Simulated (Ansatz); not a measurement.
# ScInS3 (model cell, started as cubic perovskite with In in the octahedra): following an unstable mode

Aim: this structure of ScInS3 (model cell, started as cubic perovskite with In in the octahedra) is to be tested for unstable modes, and one is followed downhill.

Calculated with Ansatz 0.2.0; DFT PBEsol, scalar-relativistic, plane waves, PAW; PAW set soft_1.

The structure was built from a prototype and need not be the compound's stable phase.

**1. The structure**

It takes space group Pm-3m (No. 221, cubic). Conventional cell: a = 4.869 Å, b = 4.869 Å, c = 4.869 Å, α = 90.00°, β = 90.00°, γ = 90.00°. Nearest to Sc lie 12 S at 3.44 Å. Nearest to In lie 6 S at 2.43 Å. Nearest to S lie 2 In at 2.43 Å and 4 Sc at 3.44 Å. Farther neighbours and most contacts between anions are not listed.

**2. Phonons on a q mesh**

The cell comes from relaxations at this level that are not shown. Stability and thermal properties need the whole zone. Linear response on a 2×2×2 q mesh gives force constants as far as a supercell of that size would.

The input, input.yaml:

```yaml
crystal:
  lattice:
    - [4.8691768732, 0.0, 0.0]
    - [0.0, 4.8691768732, 0.0]
    - [0.0, 0.0, 4.8691768732]
  atoms:
    - { symbol: Sc, position: [0.0, 0.0, 0.0] }
    - { symbol: In, position: [0.5, 0.5, 0.5] }
    - { symbol: S, position: [0.5, 0.5, 0.0] }
    - { symbol: S, position: [0.5, 0.0, 0.5] }
    - { symbol: S, position: [0.0, 0.5, 0.5] }
kpoints:
  mp_grid: { grid: [8, 8, 8] }
hamiltonian:
  xc: pbesol
  pseudopotentials: { kind: paw, azcp: { folder: soft_1 }, xc_functional: pbe }
scf:
  occupations: { method: methfessel_paxton, width: 0.2 }
output:
  eigenvalues: true
phonons:
  method: dfpt
  qmesh: [2, 2, 2]
  temperatures: { t_max: 1000, t_step: 50 }
  qpath:
    path:
      - [[0.0, 0.0, 0.0], [0.0, 0.5, 0.0], [0.5, 0.5, 0.0], [0.0, 0.0, 0.0], [0.5, 0.5, 0.5], [0.0, 0.5, 0.0]]
      - [[0.5, 0.5, 0.5], [0.5, 0.5, 0.0]]
    npoints: 10
```

The run is started by

```sh
$ ansatz run input.yaml --threads 4 --pin off --max-ram 16384MiB --backend cpu --events-out ev --progress --plain --runs-dir out
```

Numbers of over 12 decimals in the logs are rounded to 6 here.

Output:

```text
Engine: ansatz 0.2.0, aarch64-unknown-linux-gnu
Pseudopotentials: kind: paw
Pseudopotential: Sc, paw, valence charge 11, recommended cutoff 420 eV (normal), soft_1/Sc.paw.azcp
Pseudopotential: In, paw, valence charge 13, recommended cutoff 420 eV (normal), soft_1/In.paw.azcp
Pseudopotential: S, paw, valence charge 6, recommended cutoff 420 eV (normal), soft_1/S.paw.azcp
Functional definition: PBEsol
  exchange = pbesol_x
  correlation = pbesol_c
Crystal: 5 atoms, lattice volume = 115.443 Å³
Basis set: ecut = 420 eV, 2301 PW (Γ), exchange–correlation on 72×72×72 points (8 copies of the dense FFT grid, shifted against one another)
Bands: 26, of which v1, the nominal top of the filled ones, is band 21 counted from 1 (20 counted from 0)
Symmetry: 48 space group operations
k-points: 35 of 512
Non-local potential: Sc, projectors of the file, l = 0: 3, l = 1: 2, l = 2: 3, l = 3: 1
Non-local potential: In, projectors of the file, l = 0: 2, l = 1: 2, l = 2: 2, l = 3: 1
Non-local potential: S, projectors of the file, l = 0: 2, l = 1: 2, l = 2: 1
PAW form: soft (Blöchl's): semilocal exchange-correlation on the pseudo side does not see the compensation charge
PAW frozen core: Sc, regenerated for the run's functional, and the local potential with it (the file was generated under x = pbe(κ = 0.804, μ = 0.219515), c = pbe(β = 0.066725))
PAW frozen core: In, regenerated for the run's functional, and the local potential with it (the file was generated under x = pbe(κ = 0.804, μ = 0.219515), c = pbe(β = 0.066725))
PAW frozen core: S, regenerated for the run's functional, and the local potential with it (the file was generated under x = pbe(κ = 0.804, μ = 0.219515), c = pbe(β = 0.066725))
PAW one-centre angular grid: Sc, 590 points (default); XC on 64 Gauss nodes
PAW one-centre angular grid: In, 590 points (default); XC on 64 Gauss nodes
PAW one-centre angular grid: S, 110 points (default); XC on 64 Gauss nodes
Initial density: superposition of atomic densities (chi_scale 0.1, normalization cell, long waves kept (reshape's long-wave potential 0.01 eV rms))
Initial wavefunctions: pseudopotential atomic-orbital guess
Functional: x = pbesol(κ = 0.804, μ = 0.123457), c = pbesol(β = 0.046)
SCF iter   1: F=—  HF=-10292.654640 eV  |F-HF|=—  |Δ(HF+E_count)|=         —  Δρ=2.58e-2  dr2=1.26e0  ethr=3.10e-3  ⟨swp⟩=6.3  Hψ=9599  notcnv=0
automatic band count: the SCF goes on with 31 bands, as 26 were too few: they end inside the smearing window of the response
preconditioner: auto → Kerker (q_TF=auto, 2.305 Å⁻¹)  [metal: Δε(μ)=0.107 eV  Ē_g=10.554 eV  σ=0.200 eV  W_gap=0.40  n_scr=26 (ndim 8)  ℏωp=20.2 eV  f_vac=0.000  D(μ)=1.02/eV (n_scr^D=0)]
SCF iter   2: F=—  HF=-10292.554790 eV  |F-HF|=—  |Δ(HF+E_count)|=   9.99e-2  S|Δr|=    0.00e0  Δρ=1.62e-2  dr2=5.75e-1  ethr=2.99e-3  ⟨swp⟩=1.0  Hψ=1365  notcnv=0
SCF iter   3: F=—  HF=-10292.489492 eV  |F-HF|=—  |Δ(HF+E_count)|=   6.53e-2  S|Δr|=    0.00e0  Δρ=1.76e-3  dr2=8.67e-3  ethr=1.37e-3  ⟨swp⟩=1.1  Hψ=988  notcnv=0
SCF iter   4: F=—  HF=-10292.489059 eV  |F-HF|=—  |Δ(HF+E_count)|=   4.33e-4  S|Δr|=    0.00e0  Δρ=5.06e-4  dr2=9.56e-4  ethr=2.06e-5  ⟨swp⟩=2.8  Hψ=1627  notcnv=0
SCF iter   5: F=—  HF=-10292.488937 eV  |F-HF|=—  |Δ(HF+E_count)|=   1.22e-4  S|Δr|=    0.00e0  Δρ=1.66e-4  dr2=8.35e-5  ethr=2.28e-6  ⟨swp⟩=1.8  Hψ=1067  notcnv=0
SCF iter   6: F=—  HF=-10292.488919 eV  |F-HF|=—  |Δ(HF+E_count)|=   1.84e-5  S|Δr|=    0.00e0  Δρ=3.70e-5  dr2=2.40e-6  ethr=1.99e-7  ⟨swp⟩=2.2  Hψ=1404  notcnv=0
SCF iter   7: F=—  HF=-10292.488920 eV  |F-HF|=—  |Δ(HF+E_count)|=   1.25e-6  S|Δr|=    0.00e0  Δρ=1.39e-5  dr2=3.30e-7  ethr=5.72e-9  ⟨swp⟩=2.2  Hψ=1625  notcnv=0  defer=24
SCF iter   8: F=—  HF=-10292.488920 eV  |F-HF|=—  |Δ(HF+E_count)|=   2.91e-8  S|Δr|=    0.00e0  Δρ=4.96e-6  dr2=2.88e-8  ethr=7.85e-10  ⟨swp⟩=2.1  Hψ=1315  notcnv=0  defer=24
SCF iter   9: F=—  HF=-10292.488920 eV  |F-HF|=—  |Δ(HF+E_count)|=   1.30e-9  S|Δr|=    0.00e0  Δρ=1.32e-6  dr2=2.71e-9  ethr=6.86e-11  ⟨swp⟩=2.0  Hψ=1537  notcnv=0  defer=24
SCF iter  10: F=—  HF=-10292.488920 eV  |F-HF|=—  |Δ(HF+E_count)|=  7.08e-10  S|Δr|=    0.00e0  Δρ=3.08e-7  dr2=1.47e-10  ethr=6.45e-12  ⟨swp⟩=2.1  Hψ=1487  notcnv=0  defer=24
SCF iter  11: F=—  HF=-10292.488920 eV  |F-HF|=—  |Δ(HF+E_count)|=  9.28e-11  S|Δr|=    0.00e0  Δρ=1.09e-7  dr2=1.94e-11  ethr=1.00e-12  ⟨swp⟩=1.3  Hψ=1004  notcnv=0  defer=24
SCF iter  12: F=-10292.488920 eV  HF=-10292.488920 eV  |F-HF|=1.82e-12  |Δ(HF+E_count)|=  1.27e-11  S|Δr|=    0.00e0  Δρ=1.80e-8  dr2=3.87e-13  ethr=1.00e-12  ⟨swp⟩=12.7  Hψ=5786  notcnv=0
SCF 1 converged in 12 iterations: F = -10292.488920 eV  dr2 = 3.87e-13
  greatest PAW one-centre occupation: 0.998 electrons in one spin orbital (limit 2), on the Sc atom at site 0 (counted from 0), in its partial waves of l = 0
Initial density: read from a saved state, or passed on in memory by an earlier SCF of this step, an earlier step, the calling program or the single point that the run made first
iter 1 solved again at ethr=7.57e-8 eV; its pass at ethr=3.10e-3 eV (dr2=3.18e-5 eV) is discarded
SCF iter   1: F=—  HF=-10292.488921 eV  |F-HF|=—  |Δ(HF+E_count)|=         —  Δρ=1.93e-6  dr2=1.04e-8  ethr=7.57e-8  ⟨swp⟩=4.3  Hψ=7500  notcnv=0
preconditioner: auto → Kerker (q_TF=auto, 2.305 Å⁻¹)  [metal: Δε(μ)=0.020 eV  Ē_g=8.416 eV  σ=0.200 eV  W_gap=0.08  n_scr=26 (ndim 8)  ℏωp=20.2 eV  f_vac=0.000  D(μ)=1.00/eV (n_scr^D=0)]
SCF iter   2: F=—  HF=-10292.488922 eV  |F-HF|=—  |Δ(HF+E_count)|=   7.50e-7  S|Δr|=    0.00e0  Δρ=1.11e-6  dr2=3.37e-9  ethr=2.47e-11  ⟨swp⟩=3.1  Hψ=2107  notcnv=0
SCF iter   3: F=—  HF=-10292.488922 eV  |F-HF|=—  |Δ(HF+E_count)|=  3.04e-10  S|Δr|=    0.00e0  Δρ=3.29e-7  dr2=1.46e-10  ethr=8.03e-12  ⟨swp⟩=1.2  Hψ=932  notcnv=0
SCF iter   4: F=—  HF=-10292.488922 eV  |F-HF|=—  |Δ(HF+E_count)|=  2.91e-11  S|Δr|=    0.00e0  Δρ=1.83e-7  dr2=3.00e-11  ethr=1.00e-12  ⟨swp⟩=1.4  Hψ=929  notcnv=0
SCF iter   5: F=-10292.488922 eV  HF=-10292.488922 eV  |F-HF|=0.00e0  |Δ(HF+E_count)|=  7.28e-12  S|Δr|=    0.00e0  Δρ=5.02e-8  dr2=1.99e-12  ethr=1.00e-12  ⟨swp⟩=3.0  Hψ=2180  notcnv=0
SCF 2 converged in 5 iterations: F = -10292.488922 eV  dr2 = 1.99e-12
phonons: the bands overlap, so this run is a metal and interpolates without the dipole-dipole term. If the crystal is really an insulator or semiconductor, its LO-TO splitting is missing
NSCF: frozen V_eff on 35 k-points
NSCF: frozen V_eff on 125 k-points
DFPT response loops at q = (0, 0, 0) (fractional): preconditioner auto → Kerker (q_TF=auto, 2.305 Å⁻¹) (partly filled bands, converged f_vac=0.000); β = 1.00, the filter's whole step (`scf.mixing.beta` (0.50) is not read by the response loops under this deck's `scf.mixing.preconditioner`; to damp them name `kerker` or `kerker_dos`, under which they read `scf.mixing.beta`, and type it under 1.00, their step now; both keys bind the ground state too); Broyden in place of MSR1
NSCF: frozen V_eff on 250 k-points
DFPT response loops at q = (0, 0, -0.5) (fractional): mixed as the last ones told, above
NSCF: frozen V_eff on 250 k-points
DFPT response loops at q = (0, -0.5, -0.5) (fractional): mixed as the last ones told, above
NSCF: frozen V_eff on 250 k-points
DFPT response loops at q = (-0.5, -0.5, -0.5) (fractional): mixed as the last ones told, above
SCF converged after 12 iterations
Stability not checked: this state was not tested for a lower state beside it, because cold or Methfessel-Paxton smearing, or corrected tetrahedra, fill the levels in a way that the test cannot read (fill_not_monotonic; see scf.lower_state_search)
Free energy (F): -10292.488920 eV
Harris-Foulkes:  -10292.488920 eV  (|F-HF|=1.82e-12)
Internal energy: -10292.495978 eV  (E = F + TS)
E sigma→0 (E₀):  -10292.490684 eV
Entropy (-TS):   0.007058 eV (1.412 meV/atom)
Fermi energy:    6.938105 eV
--- Per-component energies (eV) ---
  E_band       = -251.473364
  E_kinetic    = 739.014548
  E_local      = -2623.958107  (includes V_loc(G=0)·N_el)
  E_nonlocal   = 578.404294
  E_hartree    = 988.197483
  E_xc         = -488.078816
  E_vxc        = -438.957889  (∫ρ·V_xc dr)
  E_paw        = -6884.200730  (= ΣΔE_a)
  E_vpaw       = -482.371347  (= ΣTr[D̂ρ^β])
  E_aug_tail   = 0.000185  (compensation charges beyond the density's cutoff)
  E_ewald      = -2602.425611
  E_core_change = 0.550777  (= ΣΔE_core)
  E_smearing   = 0.007058  (= −TS)
  E_closure    = 0.000000  (closes the sum)
  Σ components = -10292.488920   (vs F -10292.488920, Δ=0.00e0)
--- Band table (eV; the first three rows and the last of 35) ---
  k-point 0: bands = [... 17 lower, 5.8050, 6.0476, 6.0772, 6.0772, 6.0772, 7.1821, 7.1821, 7.3312, ... 6 higher]
  k-point 1: bands = [... 17 lower, 5.6887, 5.6887, 6.0135, 6.0135, 6.4845, 7.2358, 7.3373, 7.3976, ... 6 higher]
  k-point 2: bands = [... 17 lower, 5.4343, 5.4343, 5.8778, 5.8778, 7.2737, 7.3522, 7.4932, 7.7654, ... 6 higher]
  k-point 34: bands = [... 17 lower, 6.9291, 7.1378, 7.1378, 7.1378, 7.4625, 7.4625, 7.4625, 7.6159, ... 6 higher]
--- Phonons (Γ-DFPT): 4 representative perturbations + reference (Σ response iterations 12) ---
  ASR residual: 1.416e-5 → 0.000e0 eV/Å²; symmetrization residual: 1.453e-5 eV/Å²
  ASR residual per site (eV/Å²): 1.32e-5 8.90e-6 1.42e-5 1.42e-5 1.42e-5
  Γ frequencies (cm⁻¹): -237.41 -237.41 -237.41 -196.10 -196.10 -196.10 0.00 0.00 0.00 30.92 30.92 30.92 423.37 423.37 423.37
--- Phonons (arbitrary-q DFPT): 4 irreducible q on the 2×2×2 mesh ---
  q = [0.0000, 0.0000, 0.0000] (star 1, of the zone-centre solve; hermiticity 1.64e-6, symmetrization 7.47e-13): -237.41 -237.41 -237.41 -196.10 -196.10 -196.10 -0.00 -0.00 0.00 30.92 30.92 30.92 423.37 423.37 423.37
  q = [0.0000, 0.0000, -0.5000] (star 3, 9 solved perturbations in 975 linear systems a pass and spin channel, the states on 125 of 512 k-point pairs; hermiticity 1.25e-6, symmetrization 1.80e-13): -222.71 -222.71 -177.04 -162.02 -162.02 -80.00 -58.90 -49.81 -49.81 46.53 46.53 187.42 397.63 425.10 425.10
  q = [0.0000, -0.5000, -0.5000] (star 3, 9 solved perturbations in 975 linear systems a pass and spin channel, the states on 125 of 512 k-point pairs; hermiticity 1.08e-6, symmetrization 8.32e-14): -233.18 -232.29 -232.29 -153.99 -153.99 -118.36 60.95 63.28 84.69 84.69 189.89 189.89 308.64 427.38 433.82
  q = [-0.5000, -0.5000, -0.5000] (star 1, 4 solved perturbations in 350 linear systems a pass and spin channel, the states on 125 of 512 k-point pairs; hermiticity 5.47e-7, symmetrization 6.42e-13): -264.33 -264.33 -264.33 -228.51 -228.51 -228.51 123.19 123.19 123.19 191.24 191.24 191.24 303.28 303.28 460.41
  sum rule: each row above includes the acoustic sum rule's correction from the zone centre's row sums; it moved no ω² by more than (0.35 cm⁻¹)²
  mesh force constants: q→R imaginary residual 7.36e-18; ASR residual 1.416e-5 → 0.000e0 eV/Å²; symmetrization residual 3.197e-14 eV/Å²
  interpolated dispersion: 62 rows × 15 modes
  density of states and harmonic sums: on the 14×14×14 q-mesh, interpolated from the force constants of a 2×2×2 supercell (no non-analytic term)
  largest difference from the sums on the solved wave vectors: F 1.07e-1 eV, S 1.71e-4 and C_V 6.45e-5 eV/K
  zero-point energy: 0.109519 eV/cell   skipped modes (ω ≤ 0): 814, of them read as no rigid motion or as one in doubt: 811 (6.750e0 modes/cell left out, lowest -264.33 cm⁻¹)   left out of the sums: 4.50e-1 of the cell's modes: C_V's classical limit lies that fraction below 3 k_B per atom; for a crystal, a wire or a layer, F and S can be off by more, and a phonons.interpolated_qmesh denser along its periods is the remedy for the sampling
```

It took 3.7 min on 4 threads of Arm Neoverse V2, shared host; peak memory 1.4 GiB; 14 min of CPU time.

Numbers from this step:

```
volume per atom                                         : 23.09 Å³
gap on the k-mesh                                       : 0 eV
sum-rule residual before enforcement                    : 1.42e-5 eV/Å²
lowest frequency on the path                            : -264.3 cm⁻¹
point group                                             : m-3m
highest frequency on the path or at a solved wavevector : 460.4 cm⁻¹
highest optical mode at the zone centre (no LO-TO term) : 423.4 cm⁻¹
lowest optical zone-centre mode                         : -237.4 cm⁻¹
lowest mode on the q mesh (acoustic modes at Γ apart)   : -264.3 cm⁻¹
```

Frequencies (cm⁻¹) solved at each irreducible wavevector; negative means imaginary. Frequencies by wavevector, by row:

```
q in reciprocal lattice units  star  mode 1  mode 2  mode 3  mode 4  mode 13  mode 14  mode 15
                        0 0 0     1  -237.4  -237.4  -237.4  -196.1    423.4    423.4    423.4
                     0 0 -0.5     3  -222.7  -222.7    -177    -162    397.6    425.1    425.1
                  0 -0.5 -0.5     3  -233.2  -232.3  -232.3    -154    308.6    427.4    433.8
               -0.5 -0.5 -0.5     1  -264.3  -264.3  -264.3  -228.5    303.3    303.3    460.4
```

Interpolated from a 2×2×2 q mesh. Phonon branches along the path, in cm⁻¹:

| point | branch 1 | branch 2 | branch 3 | branch 4 | branch 12 | branch 13 | branch 14 | branch 15 |
| --- | --- | --- | --- | --- | --- | --- | --- | --- |
| Γ | -237 | -237 | -237 | -196 | 31 | 423 | 423 | 423 |
| halfway | -229 | -229 | -190 | -187 | 129 | 412 | 424 | 424 |
| X | -223 | -223 | -177 | -162 | 187 | 398 | 425 | 425 |
| halfway | -229 | -209 | -205 | -198 | 189 | 354 | 426 | 434 |
| M | -233 | -232 | -232 | -154 | 190 | 309 | 427 | 434 |
| halfway | -228 | -213 | -205 | -193 | 137 | 382 | 425 | 433 |
| Γ | -237 | -237 | -237 | -196 | 31 | 423 | 423 | 423 |
| halfway | -225 | -225 | -218 | -191 | 144 | 381 | 381 | 452 |
| R | -264 | -264 | -264 | -228 | 191 | 303 | 303 | 460 |
| halfway | -230 | -229 | -214 | -211 | 189 | 342 | 379 | 455 |
| X | -223 | -223 | -177 | -162 | 187 | 398 | 425 | 425 |
| jump to R | -264 | -264 | -264 | -228 | 191 | 303 | 303 | 460 |
| halfway | -249 | -242 | -242 | -210 | 190 | 306 | 362 | 458 |
| M | -233 | -232 | -232 | -154 | 190 | 309 | 427 | 434 |

Symmetry leaves 4 wavevectors to solve. The lowest mode among them, the acoustic zeros apart, lies at q = (-0.5, -0.5, -0.5) and is imaginary, 264.3i cm⁻¹, so the energy falls along it.

**3. The mode frozen in, largest atomic shift 0 Å**

The mode followed lies at Γ with frequency 237.4i cm⁻¹ and is 3-fold degenerate, one of the unstable modes though not the softest. At small amplitude the distorted cell has space group no. 38 by a symmetry search on the positions. The undistorted cell that holds it gives the zero of energy on the same k mesh.

input.yaml, the sections that differ from step 2:

```yaml
output:
  forces: true
  stress: true
  eigenvalues: true
# crystal, kpoints, hamiltonian, scf: as in step 2
# phonons: removed
```

Output:

```text
[...]
Crystal: 5 atoms, lattice volume = 115.443 Å³
Basis set: ecut = 420 eV, 2301 PW (Γ), exchange–correlation on 72×72×72 points (8 copies of the dense FFT grid, shifted against one another)
Bands: 26, of which v1, the nominal top of the filled ones, is band 21 counted from 1 (20 counted from 0)
Symmetry: 48 space group operations
[...]
k-points: 35 of 512
[...]
k-point 0: bands = [... 17 lower, 5.8049, 6.0475, 6.0771, 6.0771, 6.0771, 7.1820, 7.1820, 7.3311, ... 6 higher]
  k-point 1: bands = [... 17 lower, 5.6886, 5.6886, 6.0134, 6.0134, 6.4844, 7.2357, 7.3372, 7.3975, ... 6 higher]
  k-point 2: bands = [... 17 lower, 5.4342, 5.4342, 5.8777, 5.8777, 7.2736, 7.3521, 7.4932, 7.7653, ... 6 higher]
  k-point 34: bands = [... 17 lower, 6.9290, 7.1377, 7.1377, 7.1377, 7.4624, 7.4624, 7.4624, 7.6158, ... 6 higher]
[key lines of the parts left out:]
SCF converged after 8 iterations
Free energy (F): -10292.488920 eV
Fermi energy:    6.938019 eV
P = ⅓ Tr σ = 0.0006 GPa (0.006 kbar)
```

It took 2.2 s on 4 threads; peak memory 0.47 GiB; 8.1 s of CPU time.

Numbers from this step:

| Quantity | Value |
| --- | --- |
| pressure | 5.83e-4 GPa |
| energy from the undistorted cell | 0 meV/atom |

The run ends at a pressure of 0.00 GPa.

**4. The mode frozen in, largest atomic shift 0.6 Å**

The atoms are moved along the unstable eigenvector, the largest shift by 0.6 Å, with the cell fixed.

input.yaml, the sections that differ from step 3:

```yaml
crystal:
  lattice:
    - [4.8691768732, 0.0, 0.0]
    - [0.0, 4.8691768732, 0.0]
    - [0.0, 0.0, 4.8691768732]
  atoms:
    - { symbol: Sc, position: [0.0, -0.0871326057, -0.0871326057] }
    - { symbol: In, position: [0.5, 0.4958376732, 0.4958376732] }
    - { symbol: S, position: [0.5, 0.5654551319, 0.0061775516] }
    - { symbol: S, position: [0.5, 0.0061775516, 0.5654551319] }
    - { symbol: S, position: [0.0, 0.5654551319, 0.5654551319] }
# kpoints, hamiltonian, scf, output: as in step 3
```

Output:

```text
[...]
Crystal: 5 atoms, lattice volume = 115.443 Å³
Basis set: ecut = 420 eV, 2301 PW (Γ), exchange–correlation on 72×72×72 points (8 copies of the dense FFT grid, shifted against one another)
Bands: 26, of which v1, the nominal top of the filled ones, is band 21 counted from 1 (20 counted from 0)
Symmetry: 4 space group operations
[...]
k-points: 105 of 512 (time reversal used)
[...]
k-point 0: bands = [... 17 lower, 5.1947, 5.4439, 6.1023, 6.2602, 7.0270, 7.9797, 8.2143, 8.4643, ... 1 higher]
  k-point 1: bands = [... 17 lower, 5.1382, 5.5197, 6.0027, 6.0294, 7.2057, 8.0265, 8.1037, 8.5625, ... 1 higher]
  k-point 2: bands = [... 17 lower, 4.9821, 5.5061, 5.7690, 5.8855, 7.6603, 8.1278, 8.1658, 8.7114, ... 1 higher]
  k-point 104: bands = [... 17 lower, 6.4707, 6.7907, 6.8068, 7.0356, 8.0182, 8.1013, 8.1689, 8.6227, ... 1 higher]
[key lines of the parts left out:]
SCF converged after 10 iterations
Free energy (F): -10294.253273 eV
Fermi energy:    7.120436 eV
P = ⅓ Tr σ = 2.9663 GPa (29.663 kbar)
```

Wall time 7.9 s (4 threads); peak memory 0.53 GiB; 31 s of CPU time.

This step gave:

- pressure: 2.966 GPa
- energy from the undistorted cell: -352.6 meV/atom

The energy, extrapolated to zero smearing, is -352.56 meV/atom against the undistorted cell.

The run ends at a pressure of 2.97 GPa, with forces up to 1.1 eV/Å.

**5. Energy along the mode, all amplitudes (two of the runs are shown above)**

An imaginary frequency means negative curvature, so the energy should fall and then rise again as anharmonic terms take over.

This step gave:

- depth at the lowest point sampled: 352.6 meV/atom
- largest atomic shift at that point: 0.6 Å

Table of energy from the parent by largest atomic shift:

```
largest atomic shift (Å)  energy from the parent (meV/atom)
                   0.000                                  0
                   0.040                              -2.68
                   0.080                              -10.6
                   0.140                              -31.9
                   0.220                              -75.3
                   0.320                               -147
                   0.450                               -253
                   0.600                               -353
```

Displacement at unit largest shift by atom:

| atom | x (Å) | y (Å) | z (Å) | size |
| --- | --- | --- | --- | --- |
| Sc1 | 0.000 | -0.707 | -0.707 | 1.000 |
| In2 | 0.000 | -0.034 | -0.034 | 0.048 |
| S3 | 0.000 | 0.531 | 0.050 | 0.533 |
| S4 | 0.000 | 0.050 | 0.531 | 0.533 |
| S5 | 0.000 | 0.531 | 0.531 | 0.751 |

The lowest of the steps tried is the last one, at 0.6 Å, 353 meV/atom below the parent; the bottom of the well need not coincide with a step.

(Part 1 of 3 ends here.)

[Logs are printed without paths, hosts, clocks, repeated set-up lines and the standing remarks that a program may print on its own settings, such as how far it seeks lower states.]

[Hosts, paths, dates, database ids (printed as entryN), source tags and the programs' standing remarks are cut or masked in the printed files.]
